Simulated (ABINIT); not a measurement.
## PbO (P4/nmm): G0W0 with ABINIT, start to end

Aim: the G0W0 gap of PbO (P4/nmm) on PBE with spin-orbit coupling, step by step.

Method: PBE and many-body steps on it, plane waves, in ABINIT 10.8.3.

The database entry behind the starting cell differs from other determinations of this structure, so it need not match the best structure at room temperature.

## (1) Set-up

It takes space group P4/nmm (No. 129, tetragonal). Conventional cell: a = 3.960 Å, b = 3.960 Å, c = 5.070 Å, α = 90.00°, β = 90.00°, γ = 90.00°. Pb has 4 O at 2.32 Å nearest. Nearest to O lie 4 Pb at 2.32 Å. Farther neighbours, and contacts between anions beyond the nearest, are not listed.

 The runs that relaxed it are not among those shown.

## (2) Ground state

This step: ABINIT 10.8.3; DFT, PBE with spin-orbit coupling, plane waves, norm-conserving pseudopotentials.

The ground-state density comes first.

The input, run.abi:

```
acell 3*1.0 Angstrom
rprim 
  3.960000000000 0.000000000000 0.000000000000
  0.000000000000 3.960000000000 0.000000000000
  0.000000000000 0.000000000000 5.070000000000
ntypat 2
znucl 82 8
natom 4
typat 1 1 2 2
xred 
  0.000000000000 0.500000000000 0.238990104020
  0.500000000000 0.000000000000 0.761009895980
  0.000000000000 0.000000000000 0.000000000000
  0.500000000000 0.500000000000 0.000000000000
pp_dirpath "pseudos"
pseudos "Pb.upf, O.upf"
ecut 42
nspinor 2
ngkpt 4 4 4
nshiftk 1
shiftk 0 0 0
kptopt 1
chksymbreak 0
nband 68
occopt 1
tolvrs 1e-10
nstep 60
prtwf 0
optforces 0
optstress 0
indata_prefix "in"
outdata_prefix "out"
tmpdata_prefix "tmp"
```

Launch:

```sh
$ OMP_NUM_THREADS=1 mpirun -n 4 abinit run.abi > log
```

Standard output:

```text
.Version 10.8.3 of ABINIT. v10.8.2 released Aug 2026.

 Symmetries : space group P4/n m m (#129); Bravais tP (primitive tetrag.)
================================================================================
 Values of the parameters that define the memory need of the present run
     intxc =       0    ionmov =       0      iscf =       7    lmnmax =      18
     lnmax =      18     mgfft =      60  mpssoang =       5    mqgrid =    3001
     natom =       4  nloc_mem =       1    nspden =       1   nspinor =       2
    nsppol =       1      nsym =      16    n1xccc =    2501    ntypat =       2
    occopt =       1   xclevel =       2
-    mband =          68        mffmem =           1         mkmem =           5
       mpw =        7032          nfft =      121500          nkpt =          18
================================================================================
  Rough estimation (10% accuracy) of disk space for files :
================================================================================

--------------------------------------------------------------------------------
------------- Echo of variables that govern the present computation ------------
--------------------------------------------------------------------------------
 -outvars: echo values of preprocessed input variables --------
            acell      1.8897261259E+00  1.8897261259E+00  1.8897261259E+00 Bohr

      chksymbreak           0
             ecut      4.20000000E+01 Hartree
-          fftalg         312

              ixc     -101130
              kpt      0.00000000E+00  0.00000000E+00  0.00000000E+00
                       2.50000000E-01  0.00000000E+00  0.00000000E+00
                       5.00000000E-01  0.00000000E+00  0.00000000E+00
                       2.50000000E-01  2.50000000E-01  0.00000000E+00
                       5.00000000E-01  2.50000000E-01  0.00000000E+00
                       5.00000000E-01  5.00000000E-01  0.00000000E+00
                       0.00000000E+00  0.00000000E+00  2.50000000E-01
                       2.50000000E-01  0.00000000E+00  2.50000000E-01
                       5.00000000E-01  0.00000000E+00  2.50000000E-01
   [... 7 further rows ...]
                       5.00000000E-01  2.50000000E-01  5.00000000E-01
                       5.00000000E-01  5.00000000E-01  5.00000000E-01
         kptrlatt        4    0    0      0    4    0      0    0    4
          kptrlen      2.99332618E+01
P           mkmem           5
            natom           4
            nband          68
            ngfft          45      45      60
             nkpt          18
          nspinor           2
            nstep          60
             nsym          16
           ntypat           2
              occ      1.000000  1.000000  1.000000  1.000000  1.000000  1.000000
                       1.000000  1.000000  1.000000  1.000000  1.000000  1.000000
                       1.000000  1.000000  1.000000  1.000000  1.000000  1.000000
                       1.000000  1.000000  1.000000  1.000000  1.000000  1.000000
                       1.000000  1.000000  1.000000  1.000000  1.000000  1.000000
                       1.000000  1.000000  1.000000  1.000000  1.000000  1.000000
                       1.000000  1.000000  1.000000  1.000000  1.000000  1.000000
                       1.000000  1.000000  1.000000  1.000000  1.000000  1.000000
                       1.000000  1.000000  1.000000  1.000000  1.000000  1.000000
                       1.000000  1.000000  0.000000  0.000000  0.000000  0.000000
                       0.000000  0.000000  0.000000  0.000000  0.000000  0.000000
                       0.000000  0.000000
        optforces           0
        optstress           0
            prtwf           0
            rprim      3.9600000000E+00  0.0000000000E+00  0.0000000000E+00
[...]
spgroup         129

           tolvrs      1.00000000E-10

             xred      0.0000000000E+00  5.0000000000E-01  2.3899010402E-01
[...]
znucl       82.00000    8.00000

================================================================================

 chkinp: Checking input parameters for consistency.

================================================================================
== DATASET  1 ==================================================================
-   mpi_nproc: 4, omp_nthreads: 1 (-1 if OMP is not activated)

--- !DatasetInfo
iteration_state: {dtset: 1, }
dimensions: {natom: 4, nkpt: 18, mband: 68, nsppol: 1, nspinor: 2, nspden: 1, mpw: 7032, }
cutoff_energies: {ecut:  42.0, pawecutdg:  -1.0, }
electrons: {nelect:   5.60000000E+01, charge:   0.00000000E+00, occopt:   1.00000000E+00, tsmear:   1.00000000E-02, }

 Real(R)+Recip(G) space primitive vectors, cartesian coordinates (Bohr,Bohr^-1):
 R(1)=  7.4833155  0.0000000  0.0000000  G(1)=  0.1336306  0.0000000  0.0000000
 R(2)=  0.0000000  7.4833155  0.0000000  G(2)=  0.0000000  0.1336306  0.0000000
 R(3)=  0.0000000  0.0000000  9.5809115  G(3)=  0.0000000  0.0000000  0.1043742
 Unit cell volume ucvol=  5.3653114E+02 bohr^3
 Angles (23,13,12)=  9.00000000E+01  9.00000000E+01  9.00000000E+01 degrees

 getcut: wavevector=  0.0000  0.0000  0.0000  ngfft=  45  45  60
         ecut(hartree)=     42.000   => boxcut(ratio)=   2.01544

[...]
nproj     2     4     4     0
     spin-orbit psp
        nprojso     4     4     0
  pspatm : epsatm=   27.18792780
         --- l  ekb(1:nproj) -->
[...]
1    7.409904    1.294736    0.011676    0.003946
             2    3.444475    0.437989    0.001358    0.000148
  spin-orbit 1    1.483409   -0.533195    0.099372   -0.022495
  spin-orbit 2    0.179886   -0.057429    0.015711   -0.000831
 pspatm: atomic psp has been read  and splines computed

- O Generated using ONCVPSP code by D. R. Hamann
-  8.00000   6.00000  180506                  znucl, zion, pspdat
12 -101130 2 -1 936                           pspcod,pspxc,lmax,lloc,mmax
     nproj     2     2     2     0
     spin-orbit psp
        nprojso     2     2     0
  pspatm : epsatm=    6.17039871
         --- l  ekb(1:nproj) -->
[...]
spin-orbit 1    0.007283    0.002190
  spin-orbit 2   -0.000439    0.000281
 pspatm: atomic psp has been read  and splines computed

   3.73613257E+03                                ecore*ucvol(ha*bohr**3)
--------------------------------------------------------------------------------

_setup2: Arith. and geom. avg. npw (full set) are    6975.797    6975.778

================================================================================

--- !BeginCycle
iteration_state: {dtset: 1, }
solver: {iscf: 7, nstep: 60, nline: 4, wfoptalg: 0, }
tolerances: {tolvrs: 1.00E-10, }

     iter   Etot(hartree)      deltaE(h)  residm     vres2
 ETOT  1  -452.21472564283    -4.522E+02 1.898E-01 2.439E+03
 ETOT  2  -452.07643296290     1.383E-01 2.804E-02 5.291E+03
 ETOT  3  -453.05914623661    -9.827E-01 2.042E-02 3.069E+02
 ETOT  4  -453.07817367044    -1.903E-02 1.282E-02 1.885E+02
 ETOT  5  -453.08178184837    -3.608E-03 3.251E-03 1.104E+02
 ETOT  6  -453.09533414974    -1.355E-02 3.380E-03 1.910E+00
 ETOT  7  -453.09591415947    -5.800E-04 5.393E-04 1.199E-01
 ETOT  8  -453.09592755412    -1.339E-05 4.151E-04 9.079E-02
 ETOT  9  -453.09594489490    -1.734E-05 7.999E-05 7.760E-03
 ETOT 10  -453.09594536708    -4.722E-07 5.251E-05 7.159E-06
 ETOT 11  -453.09594536782    -7.455E-10 1.379E-05 9.554E-07
 ETOT 12  -453.09594536802    -2.008E-10 6.587E-06 1.865E-09
 ETOT 13  -453.09594536801     1.370E-11 2.360E-06 1.818E-10
 ETOT 14  -453.09594536801     3.070E-12 8.343E-07 4.406E-12

 At SCF step   14       vres2   =  4.41E-12 < tolvrs=  1.00E-10 =>converged.

--- !ResultsGS
iteration_state: {dtset: 1, }
comment   : Summary of ground state results
lattice_vectors:
- [  7.4833155,   0.0000000,   0.0000000, ]
- [  0.0000000,   7.4833155,   0.0000000, ]
- [  0.0000000,   0.0000000,   9.5809115, ]
lattice_lengths: [   7.48332,    7.48332,    9.58091, ]
lattice_angles: [ 90.000,  90.000,  90.000, ] # degrees, (23, 13, 12)
lattice_volume:   5.3653114E+02
convergence: {deltae:  3.070E-12, res2:  4.406E-12, residm:  8.343E-07, diffor:  0.000E+00, }
etotal    :  -4.53095945E+02
entropy   :   0.00000000E+00
fermie    :   2.59761334E-01
cartesian_stress_tensor: null
pressure_GPa: null
xred      :
- [  0.0000E+00,   5.0000E-01,   2.3899E-01, Pb]
- [  5.0000E-01,   0.0000E+00,   7.6101E-01, Pb]
- [  0.0000E+00,   0.0000E+00,   0.0000E+00,  O]
- [  5.0000E-01,   5.0000E-01,   0.0000E+00,  O]
cartesian_forces: null
force_length_stats: {min: null, max: null, mean: null, }

 Integrated electronic density in atomic spheres:
 ------------------------------------------------
 Atom  Sphere_radius  Integrated_density
[...]
4        2.00000          6.11583597
================================================================================

 ----iterations are completed or convergence reached----

 Mean square residual over all n,k,spin=   13.726E-10; max=  83.428E-08
 reduced coordinates (array xred) for    4 atoms
       0.000000      0.500000      0.238990
       0.500000      0.000000      0.761010
       0.000000      0.000000      0.000000
       0.500000      0.500000      0.000000
 rms dE/dt=  0.0000E+00; max dE/dt=  0.0000E+00; dE/dt below (all hartree)
    1       0.000000      0.000000      0.000000
    2       0.000000      0.000000      0.000000
    3       0.000000      0.000000      0.000000
    4       0.000000      0.000000      0.000000

 cartesian coordinates (angstrom) at end:
    1      0.000000     1.980000     1.211680
    2      1.980000     0.000000     3.858320
    3      0.000000     0.000000     0.000000
    4      1.980000     1.980000     0.000000
 length scales=  1.889726  1.889726  1.889726 bohr
              =  1.000000  1.000000  1.000000 angstroms
 prteigrs : about to open file out_EIG
 Fermi (or HOMO) energy (hartree) =   0.25976   Average Vxc (hartree)=  -0.37424
 Eigenvalues (hartree) for nkpt=  18  k points:
 kpt#   1, nband= 68, wtk=  0.01563, kpt=  0.0000  0.0000  0.0000 (reduced coord)
  -4.82024   -4.82024   -4.82024   -4.82024   -3.29284   -3.29284   -3.29284   -3.29284
  -2.47250   -2.47250   -2.47248   -2.47248   -2.47237   -2.47237   -2.47233   -2.47233
  -0.41670   -0.41670   -0.40609   -0.40609   -0.37829   -0.37829   -0.37794   -0.37794
  -0.37592   -0.37592   -0.34309   -0.34309   -0.28842   -0.28842   -0.28424   -0.28424
  -0.28343   -0.28343   -0.28316   -0.28316   -0.27897   -0.27897   -0.25135   -0.25135
  -0.00537   -0.00537    0.01302    0.01302    0.09538    0.09538    0.10886    0.10886
   0.19416    0.19416    0.19456    0.19456    0.20154    0.20154    0.25976    0.25976
   0.34194    0.34194    0.41980    0.41980    0.45025    0.45025    0.48057    0.48057
   0.49836    0.49836    0.52797    0.52797
 prteigrs : prtvol=0 or 1, do not print more k-points.

--- !EnergyTerms
iteration_state     : {dtset: 1, }
comment             : Components of total free energy in Hartree
kinetic             :  1.405695E+02
hartree             :  1.328041E+02
xc                  : -7.639630E+01
Ewald energy        : -2.489772E+02
psp_core            :  6.963496E+00
local_psp           : -4.299364E+02
non_local_psp       :  2.187688E+01
total_energy        : -4.530959E+02
total_energy_eV     : -1.232937E+04
band_energy         : -5.815781E+01

== END DATASET(S) ==============================================================
================================================================================

 -outvars: echo values of variables after computation  --------
           etotal     -4.5309594537E+02
            nband          68
             nkpt          18
          spgroup         129
 [... the other variables as echoed above ...]

 Calculation completed.
```

It took 5.8 min on 4 MPI ranks of Arm Neoverse V2, shared host; peak memory 0.65 GiB; 23 min of CPU time.

Read from the output:

```yaml
total_energy: -12329.3688 eV
gap: 1.091 eV
k_of_the_valence_top: 0, 0, 0
k_of_the_conduction_bottom: 0.5, 0.5, 0
least_direct_gap: 2.154 eV
```

The gap is indirect, with the least direct gap 1.06 eV higher.

(Part 1 of 3 ends here.)

[Long decimals in the printed logs are rounded to 6 places.]

[Logs are printed without paths, hosts, clocks, repeated set-up lines and the standing remarks that a program may print on its own settings, such as how far it seeks lower states.]

[Paths, hosts, dates, memory and timing lines, banners, echoed tables and standing remarks are left out of the program output; an Ansatz launch command may be rebuilt from the run's recorded settings. Measured values are a selection of at most five: reports struck by readers or far from the other reports are left out. None is set beside runs whose start may be inverted or whose files or cutoffs have a known fault.]

[Runs of the session that timed out or met a known fault of the program may be left out.]

[Hosts, paths, dates, database ids (printed as entryN), source tags and the programs' standing remarks are cut or masked in the printed files.]

[G0W0 gaps are taken among the corrected bands and points alone; a level outside them can change the order at an edge.]

[Where Ansatz stands beside ABINIT at settings called matched, ABINIT's density can come from a denser mesh and the files from another edition; pairs whose starting gaps differed by over 0.03 eV were left out, so agreement reads better than it is.]
